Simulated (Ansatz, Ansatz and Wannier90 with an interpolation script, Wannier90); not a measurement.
## Settings in Wannier-interpolated G0W0: PtSe2 (1T monolayer)

How do the Wannier model and the GW settings move the interpolated bands of PtSe2 (1T monolayer)?

Calculated with Wannier90 4.0.3; maximally localised Wannier functions from the overlaps of PBEsol states (plane waves, PAW).

Report form: the programs' logs are mostly left out.

**1. The structure**

The cell holds 3 atoms: 1 Pt and 2 Se. Cell: a = 3.703 Å, b = 3.703 Å, c = 28.400 Å, α = 90.0°, β = 90.0°, γ = 120.0°. Vacuum lies along c.

The structure was relaxed with PBEsol. The structure was generated from a model, not taken from a measurement. The runs that relaxed it are not among those shown. Spin-orbit coupling is left out unless a step names it.

**2. Wannier model on 24×24×1, by Wannier90**

Localised functions give a small Hamiltonian that interpolates between mesh points at no cost.

Input file w.win:

```
num_iter = 1200
conv_tol = 1.0e-8
conv_window = 5
dis_num_iter = 4000
dis_conv_tol = 1.0e-8
dis_mix_ratio = 0.7
write_hr = true
use_ws_distance = false
num_print_cycles = 50
! ansatz wannier90 interface
! projections by site (counted from 0) and shell: 0 5D, 1 4P, 2 4P
! states of the run's bands (counted from 1): 1-28
num_bands = 28
num_wann  = 11
dis_win_min = -12.18
dis_win_max = -0.82
dis_froz_min = -12.18
dis_froz_max = -3.82
guiding_centres = true
shell_list = 5 1

begin unit_cell_cart
Ang
       3.7030638203991595                      0.0                      0.0
      -1.8515319101995797        3.206947340300728                      0.0
                      0.0                      0.0                     28.4
end unit_cell_cart

begin atoms_frac
Pt                       0.0                      0.0                      0.5
Se        0.3333333333333333       0.6666666666666666             0.5455047989
Se        0.6666666666666666       0.3333333333333333             0.4544952011
end atoms_frac

mp_grid = 24 24 1

[... the mesh's points ...]
```

Started as:

```console
OMP_NUM_THREADS=1 mpirun -n 8 wannier90.x w > wannier90.x.log
```

The job ended after 4.6 s (8 MPI ranks of Arm Neoverse V2, shared host; 35 s of CPU time).

This step gave:

```
gauge-invariant spread     : 19.09 Å²
diagonal spread            : 0.009735 Å²
off-diagonal spread        : 0.8600 Å²
total spread               : 19.96 Å²
disentanglement steps      : 53
r.m.s. interpolation error : 4.45e-5 eV
r.m.s. error near the gap  : 3.72e-5 eV
```

Near the gap the model misses directly solved bands by 0.0 meV r.m.s. and by 0 meV at most in the window tested. This tests the starting bands, not the corrections carried with them.

**3. G0W0: 12×12×1 mesh, 547 empty bands, screening to 80 eV**

G0W0 replaces the xc potential by the self-energy, built once from these orbitals. Only a window of levels is corrected, while the sums run over the empty bands that the input names.

This step: G0W0 on PBEsol, plane waves, PAW.

Input file input.yaml:

```yaml
crystal:
  lattice:
    - [3.7030638204, 0.0, 0.0]
    - [-1.8515319102, 3.2069473403, 0.0]
    - [0.0, 0.0, 28.4]
  atoms:
    - { symbol: Pt, position: [0.0, 0.0, 0.5] }
    - { symbol: Se, position: [0.3333333333, 0.6666666667, 0.5455047989] }
    - { symbol: Se, position: [0.6666666667, 0.3333333333, 0.4544952011] }
  periodic: [true, true, false]
kpoints:
  mp_grid: { grid: [12, 12, 1] }
hamiltonian:
  xc: pbesol
scf:
  occupations: { method: fixed }
gw:
  n_empty_bands: 547
  ecut_chi: 80.0
  qp_bands: [v9, c2]
  screening: { model: contour_deformation }
```

Started as:

```console
ansatz run input.yaml --threads 12 --pin off --max-ram 22118MiB --backend cpu --events-out ev --progress --plain --runs-dir out
```

Run time: 30 min. Hardware: 12 threads; peak memory 8.9 GiB; 5.7 h of CPU time.

The G0W0 gap on the mesh is 2.289 eV.

**4. G0W0: 6×6×1 mesh, 547 empty bands, screening to 80 eV**

input.yaml, as its differences from that of step 3:

```diff
@@ -11,3 +11,3 @@
 kpoints:
-  mp_grid: { grid: [12, 12, 1] }
+  mp_grid: { grid: [6, 6, 1] }
 hamiltonian:
```

Elapsed: 2.2 min, on 12 threads; peak memory 5.6 GiB; 25 min of CPU time.

The G0W0 gap on the mesh is 2.559 eV.

**5. G0W0: 12×12×1 mesh, 254 empty bands, screening to 48 eV**

input.yaml, as its differences from that of step 4:

```diff
@@ -11,3 +11,3 @@
 kpoints:
-  mp_grid: { grid: [6, 6, 1] }
+  mp_grid: { grid: [12, 12, 1] }
 hamiltonian:
@@ -17,4 +17,4 @@
 gw:
-  n_empty_bands: 547
-  ecut_chi: 80.0
+  n_empty_bands: 254
+  ecut_chi: 48
   qp_bands: [v9, c2]
```

The job ended after 6 min (12 threads; peak memory 3.7 GiB; 63 min of CPU time).

The G0W0 gap on the mesh is 2.207 eV.

**6. Interpolated results**

Times are wall times on 12 threads of Arm Neoverse V2, shared host, good to a factor of about two.

```csv
GW mesh,empty bands,cutoff (eV),frequency,gap on mesh (eV),gap over zone (eV),direct gap (eV),valence width (eV),GW time
12×12×1,547,80,contour deformation,2.289,2.260,2.460,6.245,30 min
6×6×1,547,80,contour deformation,2.559,2.200,2.343,6.258,2.2 min
12×12×1,254,48,contour deformation,2.207,2.177,2.423,6.368,6 min
```

**7. What came out**

```
12×12×1 mesh, 547 empty bands, screening to 80 eV : 2.26 eV
6×6×1 mesh, 547 empty bands, screening to 80 eV   : 2.20 eV
12×12×1 mesh, 254 empty bands, screening to 48 eV : 2.18 eV
```

In words: The largest change, −0.08 eV in the gap over the zone, comes with 12×12×1 mesh, 254 empty bands, screening to 48 eV. The first run is a reference, not a converged one, and where a row moves several settings no single cause can be named. Rows on another GW mesh add that mesh's corrections to the bands of the one model. With 6×6×1 mesh, 547 empty bands, screening to 80 eV the gap over the zone moves by −0.06 eV and that on the mesh by +0.27 eV. With 12×12×1 mesh, 254 empty bands, screening to 48 eV the gap over the zone moves by −0.08 eV and that on the mesh by −0.08 eV. Gaps over the zone and on the mesh differ where an edge lies off the mesh, or where a GW run starts from another density: the starting gap over the zone is 1.401 eV, on the GW meshes it is 1.425 eV and 1.693 eV. The runs have no spin polarisation. For a closed low-spin shell that is the natural state; where a d or f shell is open it is a constraint, and the gap is then not the crystal's own. With d states at the gap, one-shot GW leans hard on its start. The many-body steps are scalar-relativistic: spin-orbit coupling is not in them.

[Paths, hosts, dates, memory and timing lines, banners, echoed tables and standing remarks are left out of the program output.]

[Logs are printed without paths, hosts, clocks, repeated set-up lines and the standing remarks that a program may print on its own settings, such as how far it seeks lower states.]

[Runs of the session that timed out or met a known fault of the program may be left out.]

[Hosts, paths, dates, database ids (printed as entryN), source tags and the programs' standing remarks are cut or masked in the printed files.]
